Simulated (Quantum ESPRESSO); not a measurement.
# LaMnSi2: parallel and opposed starts, part 2 of 2

Does LaMnSi2 prefer parallel or opposed moments?

Quantum ESPRESSO 7.5; PBEsol; plane waves with GBRV 1.5 PBEsol potentials, no spin-orbit coupling.

So far, absolute magnetization (μB): step 2 (run 1, typed as ferro ++) 4.05.

## Step 3: Run 2, typed as antiferro +−

pw.in reads:

```
&CONTROL
  calculation = 'scf'
  prefix = 'pwscf'
  outdir = './tmp'
  pseudo_dir = './pseudo'
  disk_io = 'nowf'
/
&SYSTEM
  ibrav = 0
  nat = 8
  ntyp = 4
  ecutwfc = 40
  ecutrho = 280
  nbnd = 46
  occupations = 'smearing'
  smearing = 'fd'
  degauss = 0.00734986
  nspin = 2
  starting_magnetization(1) = 0
  starting_magnetization(2) = 0.2333
  starting_magnetization(3) = -0.2333
  starting_magnetization(4) = 0
/
&ELECTRONS
  conv_thr = 1.6d-08
  electron_maxstep = 150
  mixing_beta = 0.3
/
ATOMIC_SPECIES
La    138.9055 la_pbesol_v1.uspp.F.UPF
Mn1    54.9380 mn_pbesol_v1.5.uspp.F.UPF
Mn2    54.9380 mn_pbesol_v1.5.uspp.F.UPF
Si     28.0850 si_pbesol_v1.uspp.F.UPF
CELL_PARAMETERS angstrom
   2.0955000000   -8.8400000000    0.0000000000
   2.0955000000    8.8400000000    0.0000000000
   0.0000000000    0.0000000000    4.0730000000
ATOMIC_POSITIONS crystal
La      0.8948000000    0.1052000000    0.2500000000
La      0.1052000000    0.8948000000    0.7500000000
Mn1     0.2522000000    0.7478000000    0.2500000000
Mn2     0.7478000000    0.2522000000    0.7500000000
Si      0.5450000000    0.4550000000    0.2500000000
Si      0.4550000000    0.5450000000    0.7500000000
Si      0.6840000000    0.3160000000    0.2500000000
Si      0.3160000000    0.6840000000    0.7500000000
K_POINTS automatic
6 6 6 0 0 0
```

Launch:

```console
> OMP_NUM_THREADS=1 mpirun -n 4 pw.x -nk 4 -in pw.in > pw.out
```

What it wrote:

```text
[banner, memory and clock lines left out]
Program PWSCF v.7.5 starts

     Message from routine setup:
     using ibrav=0 with symmetry is DISCOURAGED, use correct ibrav instead

     bravais-lattice index     =            0
     lattice parameter (alat)  =      17.1681  a.u.
     unit-cell volume          =    1018.3122 (a.u.)^3
     number of atoms/cell      =            8
     number of atomic types    =            4
     number of electrons       =        68.00
     number of Kohn-Sham states=           46
     kinetic-energy cutoff     =      40.0000  Ry
     charge density cutoff     =     280.0000  Ry
     scf convergence threshold =      1.6E-08
     mixing beta               =       0.3000
     number of iterations used =            8  plain     mixing
     Exchange-correlation= SLA  PW   PSX  PSC
                           (   1   4  10   8   0   0   0)

     celldm(1)=  17.168109  celldm(2)=   0.000000  celldm(3)=   0.000000
     celldm(4)=   0.000000  celldm(5)=   0.000000  celldm(6)=   0.000000

     crystal axes: (cart. coord. in units of alat)
               a(1) = (   0.230656  -0.973035   0.000000 )
               a(2) = (   0.230656   0.973035   0.000000 )
               a(3) = (   0.000000   0.000000   0.448323 )

     reciprocal axes: (cart. coord. in units 2 pi/alat)
               b(1) = (  2.167734 -0.513856  0.000000 )
               b(2) = (  2.167734  0.513856 -0.000000 )
               b(3) = ( -0.000000  0.000000  2.230536 )

     PseudoPot. # 1 for La read from file:
     la_pbesol_v1.uspp.F.UPF
     Pseudo is Ultrasoft + core correction, Zval = 11.0

     PseudoPot. # 2 for Mn read from file:
     mn_pbesol_v1.5.uspp.F.UPF
     Pseudo is Ultrasoft + core correction, Zval = 15.0

     PseudoPot. # 3 for Mn read from file:
     mn_pbesol_v1.5.uspp.F.UPF
     Pseudo is Ultrasoft + core correction, Zval = 15.0

     PseudoPot. # 4 for Si read from file:
     si_pbesol_v1.uspp.F.UPF
     Pseudo is Ultrasoft + core correction, Zval =  4.0

     atomic species   valence    mass     pseudopotential
     La               11.00   138.90550     La( 1.00)
     Mn1              15.00    54.93800     Mn( 1.00)
     Mn2              15.00    54.93800     Mn( 1.00)
     Si                4.00    28.08500     Si( 1.00)

     Starting magnetic structure
     atomic species   magnetization
     La              0.000
     Mn1             0.233
     Mn2            -0.233
     Si              0.000

      4 Sym. Ops. (no inversion) found ( 2 have fractional translation)

   Cartesian axes

     site n.     atom                  positions (alat units)
         1        La     tau(   1) = (   0.2306556  -0.7683088   0.1120807  )
         2        La     tau(   2) = (   0.2306556   0.7683088   0.3362421  )
         3        Mn1    tau(   3) = (   0.2306556   0.4822364   0.1120807  )
         4        Mn2    tau(   4) = (   0.2306556  -0.4822364   0.3362421  )
         5        Si     tau(   5) = (   0.2306556  -0.0875732   0.1120807  )
         6        Si     tau(   6) = (   0.2306556   0.0875732   0.3362421  )
         7        Si     tau(   7) = (   0.2306556  -0.3580770   0.1120807  )
         8        Si     tau(   8) = (   0.2306556   0.3580770   0.3362421  )

     number of k points=    52  Fermi-Dirac smearing, width (Ry)=  0.0073
                       cart. coord. in units 2pi/alat
        k(    1) = (   0.0000000   0.0000000   0.0000000), wk =   0.0046296
        k(    2) = (   0.0000000   0.0000000   0.3717560), wk =   0.0092593
        k(    3) = (   0.0000000   0.0000000   0.7435119), wk =   0.0092593
        k(    4) = (   0.0000000   0.0000000  -1.1152679), wk =   0.0046296
        k(    5) = (   0.3612890   0.0856426   0.0000000), wk =   0.0185185
        [... 47 further k-points ...]

     Dense  grid:    80557 G-vectors     FFT dimensions: (  96,  96,  48)

     Smooth grid:    34779 G-vectors     FFT dimensions: (  72,  72,  32)

     Check: negative core charge=   -0.000017
     Generating pointlists ...
     new r_m :   0.1412 (alat units)  2.4242 (a.u.) for type    1
     new r_m :   0.1057 (alat units)  1.8147 (a.u.) for type    2
     new r_m :   0.1057 (alat units)  1.8147 (a.u.) for type    3
     new r_m :   0.1057 (alat units)  1.8147 (a.u.) for type    4

     Initial potential from superposition of free atoms

     starting charge      66.9385, renormalised to      68.0000

     negative rho (up, down):  7.690E-02 7.690E-02
     Starting wfcs are   82 randomized atomic wfcs

     Self-consistent Calculation

     iteration #  1     ecut=    40.00 Ry     beta= 0.30
     Davidson diagonalization with overlap
     ethr =  1.00E-02,  avg # of iterations =  2.0

     negative rho (up, down):  7.169E-02 7.169E-02

     total energy              =    -664.33510568 Ry
     estimated scf accuracy    <       2.56341484 Ry

     total magnetization       =    -0.00 Bohr mag/cell
     absolute magnetization    =     5.27 Bohr mag/cell

     iteration #  2     ecut=    40.00 Ry     beta= 0.30
     Davidson diagonalization with overlap
     ethr =  3.77E-03,  avg # of iterations =  4.8

     negative rho (up, down):  6.539E-02 6.539E-02

     total energy              =    -663.63774592 Ry
     estimated scf accuracy    <      19.91308442 Ry

     total magnetization       =     0.00 Bohr mag/cell
     absolute magnetization    =     4.48 Bohr mag/cell

     [... further iterations left out ...]

     iteration # 19     ecut=    40.00 Ry     beta= 0.30
     Davidson diagonalization with overlap
     ethr =  1.37E-10,  avg # of iterations =  4.8

     negative rho (up, down):  5.553E-02 5.553E-02

     total energy              =    -665.12079092 Ry
     estimated scf accuracy    <       0.00000003 Ry

     total magnetization       =    -0.00 Bohr mag/cell
     absolute magnetization    =     5.07 Bohr mag/cell

     iteration # 20     ecut=    40.00 Ry     beta= 0.30
     Davidson diagonalization with overlap
     ethr =  4.04E-11,  avg # of iterations =  4.6

     negative rho (up, down):  5.554E-02 5.554E-02

     Magnetic moment per site  (integrated on atomic sphere of radius R)
     atom   1 (R=0.141)  charge=  8.3219  magn= -0.0010
     atom   2 (R=0.141)  charge=  8.3219  magn=  0.0010
     atom   3 (R=0.106)  charge= 12.9617  magn=  2.0803
     atom   4 (R=0.106)  charge= 12.9617  magn= -2.0822
     atom   5 (R=0.106)  charge=  1.6961  magn=  0.0024
     atom   6 (R=0.106)  charge=  1.6961  magn= -0.0024
     atom   7 (R=0.106)  charge=  1.8129  magn=  0.0041
     atom   8 (R=0.106)  charge=  1.8129  magn= -0.0041

     End of self-consistent calculation

     Number of k-points >= 100: set verbosity='high' to print the bands.

     the Fermi energy is    11.9584 ev

!    total energy              =    -665.12079094 Ry
     estimated scf accuracy    <       0.00000001 Ry
     smearing contrib. (-TS)   =      -0.01608512 Ry
     internal energy E=F+TS    =    -665.10470582 Ry

     The total energy is F=E-TS. E is the sum of the following terms:
     one-electron contribution =    -423.13388844 Ry
     hartree contribution      =     242.91041754 Ry
     xc contribution           =    -167.75209536 Ry
     ewald contribution        =    -317.12913956 Ry

     total magnetization       =    -0.00 Bohr mag/cell
     absolute magnetization    =     5.07 Bohr mag/cell

     convergence has been achieved in  20 iterations
```

The job ended after 5.3 min (4 MPI ranks of Arm Neoverse V2, shared host; peak memory 1.6 GiB; 21 min of CPU time).

Spin moment in the atom's sphere by atom:

```tsv
atom	spin moment in the atom's sphere (μB)
La1	0.00
La2	0.00
Mn3	2.08
Mn4	-2.08
Si5	0.00
Si6	0.00
Si7	0.00
Si8	0.00
```

Read from the output:

```
smearing term TS       : 0.2188 eV
magnetization          : 0 μB
absolute magnetization : 5.073 μB
final state            : antiferromagnetic
```

Spin density in the bc plane of the conventional cell at fractional x = 0.000, with atoms of La and Mn and Si within 0.2 Å of it.

Ten even steps from '0' (-3.1 e/Å³) to '9' (2.8 e/Å³), each cell a mean:
```
55555555555555555555555555555555555555555555
55555555555555555555555555555555886555555555
55555555555555555555555555555556996555555555
55555555555555555555555555555555675555555555
55555555555555555555555555555555555555555555
55555555554445555555555555555555555555555555
55555555543135555555555555555555555555555555
55555555541034555555555555555555555555555555
55555555544345555555555555555555555555555555
55555555555455555555555555555555555555555555
```
Columns run along b (17.7 Å), rows up along c (4.1 Å), edges of the conventional cell, whose origin can differ from the input's. Atoms in or near the plane, at fractional coordinates: La at (0.11, 0.75), La at (0.89, 0.25), Mn at (0.75, 0.75), Mn at (0.25, 0.25), Si at (0.45, 0.75), Si at (0.55, 0.25), Si at (0.32, 0.75), Si at (0.68, 0.25).

Valence density in the bc plane of the conventional cell at fractional x = 0.000, with atoms of La and Mn and Si within 0.2 Å of it. It is the smooth field of the valence electrons, not physical close to the nuclei.

Ten steps, logarithmic in the rise over the least value, from '0' (-1 e/Å³) to '9' (15 e/Å³), each cell a mean:
```
33455554334444444444444444334444664433444333
34554554334444444444444433333446997443333333
34552354434444544444544433333447998443333333
34455554334444444444444443333445886443333333
33455544344444444444444444444444544434444433
33344443445654443334444444444444444344555443
33333333459984433333444444444444443345545543
33333333469985433333444454444454443345504543
33333333457864443333444444444444443345555543
33344444444544444444444444444444444344555433
```
Columns run along b (17.7 Å), rows up along c (4.1 Å), edges of the conventional cell, whose origin can differ from the input's. Atoms in or near the plane, at fractional coordinates: La at (0.11, 0.75), La at (0.89, 0.25), Mn at (0.75, 0.75), Mn at (0.25, 0.25), Si at (0.45, 0.75), Si at (0.55, 0.25), Si at (0.32, 0.75), Si at (0.68, 0.25).

## Step 4: Ranking

An order is kept where moments of 0.15 μB or more survive with the typed signs; meshes match where a doubled cell samples the same k points as the first cell.

Orders:

```tsv
start	final state	typed order kept	energy over the lowest (meV a seeded atom)	largest site moment (μB)	net moment (μB a cell of the first run)	mesh matched	CPU time (s)
ferro ++	ferromagnetic	yes	0	1.698	3.395	yes	1273
antiferro +-	antiferromagnetic	yes	74.72	2.082	0.002016	yes	1264
```

## Step 5: Summary of results

```json
{
 "lowest state found": "ferromagnetic (from ferro ++)",
 "largest site moment": "1.70 μB",
 "next state with moments": "antiferromagnetic, 74.7 meV a seeded atom higher"
}
```

In words: The smearing terms TS of the orders run from 73 to 109 meV a seeded atom, so the differences would change at a smaller width: an order with a larger TS is lowered more by the smearing. Only these 2 starts were compared; other wavevectors, canted and longer-period orders were not. Energies are free energies at an electronic temperature of 1160 K, which lowers moments and differences where the moments are itinerant.

[Logs and program files are shortened in this print: banners, set-up blocks, solver, clock and traceback lines can be left out without a mark of their own.]

[Logs are printed without paths, hosts, clocks, repeated set-up lines and the standing remarks that a program may print on its own settings, such as how far it seeks lower states.]

[Hosts, paths, dates, database ids (printed as entryN), source tags and the programs' standing remarks are cut or masked in the printed files.]

[Where a cell is said to come from a database of computed structures, the database is the Materials Project.]
